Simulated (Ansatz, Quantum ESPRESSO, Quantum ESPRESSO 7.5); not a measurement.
## Ballistic transmission: vacuum gap of 3.5 Å between two Pt(111) faces

Wanted: the transmission near the Fermi level and the conductance of this junction: vacuum gap of 3.5 Å between two Pt(111) faces.

Calculated with Quantum ESPRESSO 7.5; plane-wave DFT, LDA, GBRV ultrasoft pseudopotentials (cross-check by Ansatz 0.2.0 with PAW datasets).

## Step 1: The starting structure

The cell holds 18 atoms: 18 Pt. Its edges and angles: a = 2.807 Å, b = 2.807 Å, c = 42.465 Å, α = 90.0°, β = 90.0°, γ = 60.0°. It derives from Pt. Regions: left lead, 9 atoms (9 Pt); right lead, 9 atoms (9 Pt). The structure is stacked along c, and the current runs across the ab planes.

## Step 2: SCF with pw.x

One periodic cell holds a stretch of lead, the junction and more lead; the atoms stay as built.

Input file scf.in:

```
&control
  prefix = 'scf'
  outdir = './out'
  pseudo_dir = './pseudo'
  calculation = 'scf'
  tprnfor = .true.
/
&system
  ibrav = 0
  nat = 18
  ntyp = 1
  ecutwfc = 40
  ecutrho = 200
  occupations = 'smearing'
  smearing = 'mv'
  degauss = 0.01
/
&electrons
  conv_thr = 1e-07
  mixing_beta = 0.25
  electron_maxstep = 120
  mixing_mode = 'local-TF'
/
ATOMIC_SPECIES
  Pt  195.0840  pt_lda_v1.4.uspp.F.UPF
CELL_PARAMETERS angstrom
  2.80721392131059 0.00000000000000 0.00000000000000
  1.40360696065530 2.43111856971230 0.00000000000000
  0.00000000000000 0.00000000000000 42.46536966760785
ATOMIC_POSITIONS crystal
  Pt  0.000000000000 0.000000000000 0.000000000000
  Pt  0.333333333000 0.333333333000 0.053975288255
  Pt  0.666666667000 0.666666667000 0.107950576511
  Pt  0.000000000000 0.000000000000 0.161925864766
  Pt  0.333333333000 0.333333333000 0.215901153022
  Pt  0.666666667000 0.666666667000 0.269876441277
  Pt  0.000000000000 0.000000000000 0.323851729533
  Pt  0.333333333000 0.333333333000 0.377827017788
  Pt  0.666666667000 0.666666667000 0.431802306043
  Pt  0.000000000000 0.000000000000 0.514222405701
  Pt  0.333333333000 0.333333333000 0.568197693957
  Pt  0.666666667000 0.666666667000 0.622172982212
  Pt  0.000000000000 0.000000000000 0.676148270467
  Pt  0.333333333000 0.333333333000 0.730123558723
  Pt  0.666666667000 0.666666667000 0.784098846978
  Pt  0.000000000000 0.000000000000 0.838074135234
  Pt  0.333333333000 0.333333333000 0.892049423489
  Pt  0.666666667000 0.666666667000 0.946024711745
K_POINTS automatic
  10 10 1 0 0 0
```

Launch:

```sh
> OMP_NUM_THREADS=1 mpirun -n 4 pw.x -nk 4 -in scf.in > scf.out
```

Output:

```text
Program PWSCF v.7.5 starts
[citation notice left out]

     Parallel version (MPI & OpenMP), running on       4 processor cores
     Number of MPI processes:                 4
     Threads/MPI process:                     1

     MPI processes distributed on     1 nodes
[...]
Current dimensions of program PWSCF are:
     Max number of different atomic species (ntypx) = 10
     Max number of k-points (npk) =  40000
     Max angular momentum in pseudopotentials (lmaxx) =  4
     Message from routine setup:
     using ibrav=0 with symmetry is DISCOURAGED, use correct ibrav instead

     K-points division:     npool     =       4
     Subspace diagonalization in iterative solution of the eigenvalue problem:
     a serial algorithm will be used

     G-vector sticks info
     --------------------
     sticks:   dense  smooth     PW     G-vecs:    dense   smooth      PW
     Sum         379     313     97                93163    67031   12051

     Using Slab Decomposition

     bravais-lattice index     =            0
     lattice parameter (alat)  =       5.3049  a.u.
     unit-cell volume          =    1955.7492 (a.u.)^3
     number of atoms/cell      =           18
     number of atomic types    =            1
     number of electrons       =       288.00
     number of Kohn-Sham states=          173
     kinetic-energy cutoff     =      40.0000  Ry
     charge density cutoff     =     200.0000  Ry
     scf convergence threshold =      1.0E-07
     mixing beta               =       0.2500
     number of iterations used =            8  local-TF  mixing
     Exchange-correlation=  SLA  PZ   NOGX NOGC
                           (   1   1   0   0   0   0   0)

     celldm(1)=   5.304865  celldm(2)=   0.000000  celldm(3)=   0.000000
     celldm(4)=   0.000000  celldm(5)=   0.000000  celldm(6)=   0.000000

     crystal axes: (cart. coord. in units of alat)
               a(1) = (   1.000000   0.000000   0.000000 )
               a(2) = (   0.500000   0.866025   0.000000 )
               a(3) = (   0.000000   0.000000  15.127230 )

     reciprocal axes: (cart. coord. in units 2 pi/alat)
               b(1) = (  1.000000 -0.577350  0.000000 )
               b(2) = (  0.000000  1.154701  0.000000 )
               b(3) = (  0.000000  0.000000  0.066106 )

     PseudoPot. # 1 for Pt read from file:
     ./pseudo/pt_lda_v1.4.uspp.F.UPF
     Pseudo is Ultrasoft + core correction, Zval = 16.0
     Generated by new atomic code, or converted to UPF format
     Using radial grid of  985 points,  6 beta functions with:
                l(1) =   0
                l(2) =   0
                l(3) =   1
                l(4) =   1
                l(5) =   2
                l(6) =   2
     Q(r) pseudized with  8 coefficients,  rinner =    1.300   1.300   1.300
                                                       1.300   1.300

     atomic species   valence    mass     pseudopotential
     Pt               16.00   195.08400     Pt( 1.00)

      6 Sym. Ops. (no inversion) found

   Cartesian axes

     site n.     atom                  positions (alat units)
         1        Pt     tau(   1) = (   0.0000000   0.0000000   0.0000000  )
         2        Pt     tau(   2) = (   0.5000000   0.2886751   0.8164966  )
         3        Pt     tau(   3) = (   1.0000000   0.5773503   1.6329932  )
         4        Pt     tau(   4) = (   0.0000000   0.0000000   2.4494897  )
         5        Pt     tau(   5) = (   0.5000000   0.2886751   3.2659863  )
         6        Pt     tau(   6) = (   1.0000000   0.5773503   4.0824829  )
         7        Pt     tau(   7) = (   0.0000000   0.0000000   4.8989795  )
         8        Pt     tau(   8) = (   0.5000000   0.2886751   5.7154761  )
         9        Pt     tau(   9) = (   1.0000000   0.5773503   6.5319726  )
        10        Pt     tau(  10) = (   0.0000000   0.0000000   7.7787604  )
        11        Pt     tau(  11) = (   0.5000000   0.2886751   8.5952570  )
        12        Pt     tau(  12) = (   1.0000000   0.5773503   9.4117536  )
        13        Pt     tau(  13) = (   0.0000000   0.0000000  10.2282502  )
        14        Pt     tau(  14) = (   0.5000000   0.2886751  11.0447467  )
        15        Pt     tau(  15) = (   1.0000000   0.5773503  11.8612433  )
        16        Pt     tau(  16) = (   0.0000000   0.0000000  12.6777399  )
        17        Pt     tau(  17) = (   0.5000000   0.2886751  13.4942365  )
        18        Pt     tau(  18) = (   1.0000000   0.5773503  14.3107331  )

     number of k points=    14  Marzari-Vanderbilt smearing, width (Ry)=  0.0100
                       cart. coord. in units 2pi/alat
        k(    1) = (   0.0000000   0.0000000   0.0000000), wk =   0.0200000
        k(    2) = (   0.0000000   0.1154701   0.0000000), wk =   0.1200000
        k(    3) = (   0.0000000   0.2309401   0.0000000), wk =   0.1200000
        k(    4) = (   0.0000000   0.3464102   0.0000000), wk =   0.1200000
        k(    5) = (   0.0000000   0.4618802   0.0000000), wk =   0.1200000
        k(    6) = (   0.0000000  -0.5773503   0.0000000), wk =   0.0600000
        k(    7) = (   0.1000000   0.1732051   0.0000000), wk =   0.1200000
        k(    8) = (   0.1000000   0.2886751   0.0000000), wk =   0.2400000
        k(    9) = (   0.1000000   0.4041452   0.0000000), wk =   0.2400000
        k(   10) = (   0.1000000  -0.6350853   0.0000000), wk =   0.2400000
[...]
k(   14) = (   0.3000000  -0.6350853   0.0000000), wk =   0.1200000

     Dense  grid:    93163 G-vectors     FFT dimensions: (  24,  24, 375)

     Smooth grid:    67031 G-vectors     FFT dimensions: (  24,  24, 324)

     Estimated max dynamical RAM per process >     344.75 MB

     Estimated total dynamical RAM >       1.28 GB

     Initial potential from superposition of free atoms

     starting charge     278.9998, renormalised to     288.0000

     negative rho (up, down):  3.268E+00 0.000E+00
     Starting wfcs are  216 randomized atomic wfcs

     total cpu time spent up to now is        6.8 secs

     per-process dynamical memory:   199.9 Mb

     Self-consistent Calculation

     iteration #  1     ecut=    40.00 Ry     beta= 0.25
     Davidson diagonalization with overlap
     ethr =  1.00E-02,  avg # of iterations =  2.4

     negative rho (up, down):  3.106E+00 0.000E+00

     total cpu time spent up to now is       24.9 secs

     total energy              =   -3797.13621708 Ry
     estimated scf accuracy    <      24.86976286 Ry

     iteration #  2     ecut=    40.00 Ry     beta= 0.25
[...]
18.1820  18.2174  18.3354  18.4302  18.4627  18.6107  18.6922  18.7406
    18.7544  18.8872  19.0212  19.0485  19.1379  19.2335  19.3313  19.4652
    19.4772  19.5231  19.6478  19.8292  20.0199  20.0788  20.1917  20.3116
    20.4091  20.4565  20.4775  20.7685  21.4408  21.7206  22.2394  23.0171
    23.1792  24.0878  24.6701  26.0801  26.7250  27.8856  28.5298  29.9453
    30.4281  31.9751  32.3266  33.2794  33.8933

          k = 0.0000 0.3464 0.0000 (  8347 PWs)   bands (ev):

   -32.4812 -32.4784 -32.4698 -32.4598 -32.4589 -32.4530 -32.4519 -32.4416
   -32.4380 -32.4302 -32.4195 -32.4067 -32.3941 -32.3895 -32.3811 -32.3732
   -32.3682 -32.3638 -32.3535 -32.3393 -32.3229 -32.3052 -32.2866 -32.2746
   -32.2745 -32.2694 -32.2665 -32.2601 -32.2561 -32.2543 -32.2470 -32.2449
   -32.2392 -32.2328 -32.2300 -32.2212 -32.2209 -32.2125 -32.2103 -32.2036
   -32.1986 -32.1974 -32.1950 -32.1927 -32.1868 -32.1846 -32.1842 -32.1772
   -32.0693 -32.0691 -31.9248 -31.9246 -31.6991 -31.6967  12.8780  12.9370
    13.0318  13.1628  13.3106  13.4632  13.6243  13.7737  13.9143  14.0584
    14.1834  14.2902  14.4022  14.5342  14.6770  14.7059  14.7504  14.8261
    14.8753  14.9264  15.0088  15.0222  15.1452  15.2910  15.4455  15.6172
    15.7776  15.9297  16.0677  16.1674  16.2793  16.3033  16.4263  16.4435
    16.5707  16.6110  16.6974  16.7473  16.8007  16.8720  16.9610  17.0059
    17.0140  17.0241  17.0248  17.0738  17.0765  17.1648  17.1721  17.2839
    17.2917  17.4189  17.4461  17.5719  17.5911  17.6228  17.6928  17.8033
    17.8147  17.8834  18.0064  18.0411  18.1930  18.3455  18.4788  18.6051
    18.7219  18.7870  18.8073  18.8266  18.8425  18.9087  18.9313  18.9952
    19.0272  19.0343  19.0465  19.0927  19.1014  19.1306  19.1743  19.2596
    19.3414  19.3637  19.4038  19.4678  19.5504  19.6156  19.6624  19.7012
    19.7599  19.8811  19.8906  20.0429  20.0658  20.2242  20.3737  20.4632
    20.5290  20.6831  21.2174  21.5841  22.3445  22.7554  23.2172  23.9718
    24.4355  25.0656  26.2817  26.5089  28.0099  28.2438  29.6584  29.6744
    29.8423  30.0151  30.2613  30.4597  30.6084

          k = 0.0000 0.4619 0.0000 (  8344 PWs)   bands (ev):

   -32.5282 -32.5273 -32.5205 -32.5146 -32.5121 -32.5085 -32.5038 -32.4968
   -32.4894 -32.4832 -32.4756 -32.4709 -32.4620 -32.4548 -32.4507 -32.4482
   -32.3757 -32.3666 -32.3519 -32.3329 -32.3170 -32.3030 -32.2972 -32.2971
   -32.2902 -32.2895 -32.2826 -32.2808 -32.2761 -32.2754 -32.2691 -32.2680
   -32.2596 -32.2569 -32.2496 -32.2436 -32.2398 -32.2310 -32.2307 -32.2214
   -32.2177 -32.2152 -32.2125 -32.2093 -32.2029 -32.2025 -32.1999 -32.1946
   -32.1348 -32.1345 -31.9439 -31.9437 -31.6923 -31.6907  13.3232  13.3901
    13.5015  13.6517  13.7803  13.8208  13.8234  13.8883  13.9706  14.0029
    14.0650  14.1162  14.1697  14.2314  14.2811  14.3033  14.3694  14.4450
    14.4934  14.5793  14.6467  14.7412  14.7583  14.8680  15.0848  15.3182
    15.5719  15.7980  15.9708  16.1535  16.3683  16.5477  16.6276  16.6643
    16.7233  16.7462  16.7811  16.8041  16.8569  16.8623  16.9616  17.0081
    17.1038  17.1504  17.2471  17.2811  17.4041  17.4884  17.5666  17.7233
    17.7819  17.9204  17.9822  18.0796  18.2514  18.2541  18.4450  18.5452
    18.5583  18.8269  18.9398  19.1258  19.1510  19.2497  19.3670  19.6131
    19.6166  19.7947  19.8345  19.9281  19.9320  19.9409  19.9630  19.9952
    20.0339  20.0604  20.0713  20.0838  20.1285  20.1567  20.1589  20.1885
    20.2185  20.2307  20.2459  20.2621  20.2776  20.2981  20.3268  20.3663
    20.4172  20.4216  20.4733  20.4957  20.5573  20.5732  20.5802  20.6173
    20.6256  21.2655  21.8488  22.4062  23.2720  23.6109  24.4183  24.9434
    25.3042  25.9705  26.1801  26.4106  26.4952  26.6169  26.7041  26.9962
    27.1213  27.5578  28.1210  28.1412  28.7329

          k = 0.0000-0.5774 0.0000 (  8356 PWs)   bands (ev):

   -32.5567 -32.5557 -32.5489 -32.5383 -32.5334 -32.5330 -32.5248 -32.5243
   -32.5120 -32.5118 -32.4990 -32.4986 -32.4889 -32.4885 -32.4795 -32.4794
   -32.3277 -32.3273 -32.3202 -32.3183 -32.3115 -32.3114 -32.3057 -32.3057
   -32.3009 -32.2990 -32.2982 -32.2970 -32.2911 -32.2866 -32.2843 -32.2760
   -32.2704 -32.2673 -32.2571 -32.2547 -32.2470 -32.2405 -32.2377 -32.2282
   -32.2260 -32.2220 -32.2191 -32.2156 -32.2100 -32.2090 -32.2060 -32.2017
   -32.1566 -32.1563 -31.9512 -31.9509 -31.6897 -31.6886  13.3522  13.4221
    13.5337  13.6438  13.6934  13.6965  13.7801  13.8667  13.8954  14.0163
    14.0647  14.0729  14.1211  14.1446  14.2040  14.2232  14.2554  14.3330
    14.3433  14.3453  14.4893  14.6147  14.6495  14.7293  14.9545  15.2409
    15.5001  15.7958  15.9909  16.1745  16.2915  16.4304  16.5165  16.6160
    16.6483  16.6862  16.7143  16.7755  16.8778  16.9827  16.9843  17.0279
    17.2094  17.2569  17.2673  17.4319  17.5485  17.5872  17.6714  17.9553
    18.0582  18.0817  18.2332  18.4065  18.4513  18.5600  18.8564  19.0354
    19.0506  19.2011  19.3901  19.4149  19.4778  19.7895  19.9925  20.0321
    20.1840  20.1902  20.2736  20.2772  20.3396  20.3534  20.3700  20.3729
    20.3810  20.3956  20.4127  20.4331  20.4545  20.4785  20.5030  20.5291
    20.5558  20.5852  20.6173  20.6614  20.7136  20.7348  20.7649  20.8227
    20.8282  21.0100  21.3099  21.8854  22.1376  22.2088  22.5017  22.5659
    22.6905  22.7728  22.9861  23.0251  23.0924  23.1592  23.2489  23.2556
    23.2845  23.3139  25.6410  25.8366  25.8801  25.9911  26.0974  26.3467
    26.4971  26.9180  26.9457  27.2953  27.6361

[...]
the Fermi energy is    20.3429 ev

!    total energy              =   -3794.29783582 Ry
     estimated scf accuracy    <       0.00000001 Ry
     smearing contrib. (-TS)   =      -0.00007153 Ry
     internal energy E=F+TS    =   -3794.29776429 Ry

     The total energy is F=E-TS. E is the sum of the following terms:
     one-electron contribution =    -909.93987845 Ry
     hartree contribution      =     696.40278110 Ry
     xc contribution           =   -1021.18627141 Ry
     ewald contribution        =   -2559.57439553 Ry

     convergence has been achieved in  13 iterations

     negative rho (up, down):  3.029E+00 0.000E+00

     Forces acting on atoms (cartesian axes, Ry/au):

     atom    1 type  1   force =     0.00000000    0.00000000   -0.00028693
     atom    2 type  1   force =     0.00000000    0.00000000   -0.00010656
     atom    3 type  1   force =     0.00000000    0.00000000   -0.00020052
     atom    4 type  1   force =     0.00000000    0.00000000    0.00003001
     atom    5 type  1   force =     0.00000000    0.00000000    0.00035708
     atom    6 type  1   force =     0.00000000    0.00000000    0.00166007
     atom    7 type  1   force =     0.00000000    0.00000000    0.00097640
     atom    8 type  1   force =     0.00000000    0.00000000   -0.00756045
     atom    9 type  1   force =     0.00000000    0.00000000    0.00482435
     atom   10 type  1   force =     0.00000000    0.00000000   -0.00481410
     atom   11 type  1   force =     0.00000000    0.00000000    0.00756316
     atom   12 type  1   force =     0.00000000    0.00000000   -0.00097661
     atom   13 type  1   force =     0.00000000    0.00000000   -0.00165796
     atom   14 type  1   force =     0.00000000    0.00000000   -0.00036370
     atom   15 type  1   force =     0.00000000    0.00000000   -0.00003791
     atom   16 type  1   force =     0.00000000    0.00000000    0.00020375
     atom   17 type  1   force =     0.00000000    0.00000000    0.00010892
     atom   18 type  1   force =     0.00000000    0.00000000    0.00028099

     Total force =     0.012990     Total SCF correction =     0.000597

[...]
=------------------------------------------------------------------------------=
   JOB DONE.
=------------------------------------------------------------------------------=
```

It took 3.6 min on 4 MPI ranks of Arm Neoverse V2, shared host; peak memory 1.5 GiB.

Read from the output:

- free energy: -51624.0520 eV
- Fermi energy: 20.34 eV

The program's own clock; routines nest. Time by routine:

| routine | wall time (s) | calls |
| --- | --- | --- |
| PWSCF | 213.1 | 1 |
| electrons | 203.3 | 1 |
| c_bands | 179.3 | 13 |
| cegterg | 172.1 | 52 |
| h_psi | 88.77 | 202 |
| fftw | 58.28 | 49062 |
| vloc_psi | 52.33 | 202 |
| calbec | 28.1 | 270 |
| sum_band | 21.46 | 13 |
| add_vuspsi | 17.83 | 202 |
| s_psi | 17.81 | 202 |
| h_psi:calbec | 17.78 | 202 |
| cdiaghg | 7.04 | 198 |
| init_run | 6.75 | 1 |

The run needed 13 iterations to bring the estimated error under 1e-07 Ry; the largest force on any atom, held or free, is 0.19 eV/Å.

(Continued in part 2 of 4.)

[Logs are printed without paths, hosts, clocks, repeated set-up lines and the standing remarks that a program may print on its own settings, such as how far it seeks lower states.]

[Hosts, paths, dates, database ids (printed as entryN), source tags and the programs' standing remarks are cut or masked in the printed files.]

[Maps of the electrostatic potential energy from Ansatz leave out the sawtooth potential of an applied field or a dipole correction, so their vacuum need not be flat; planar profiles and work functions include it.]
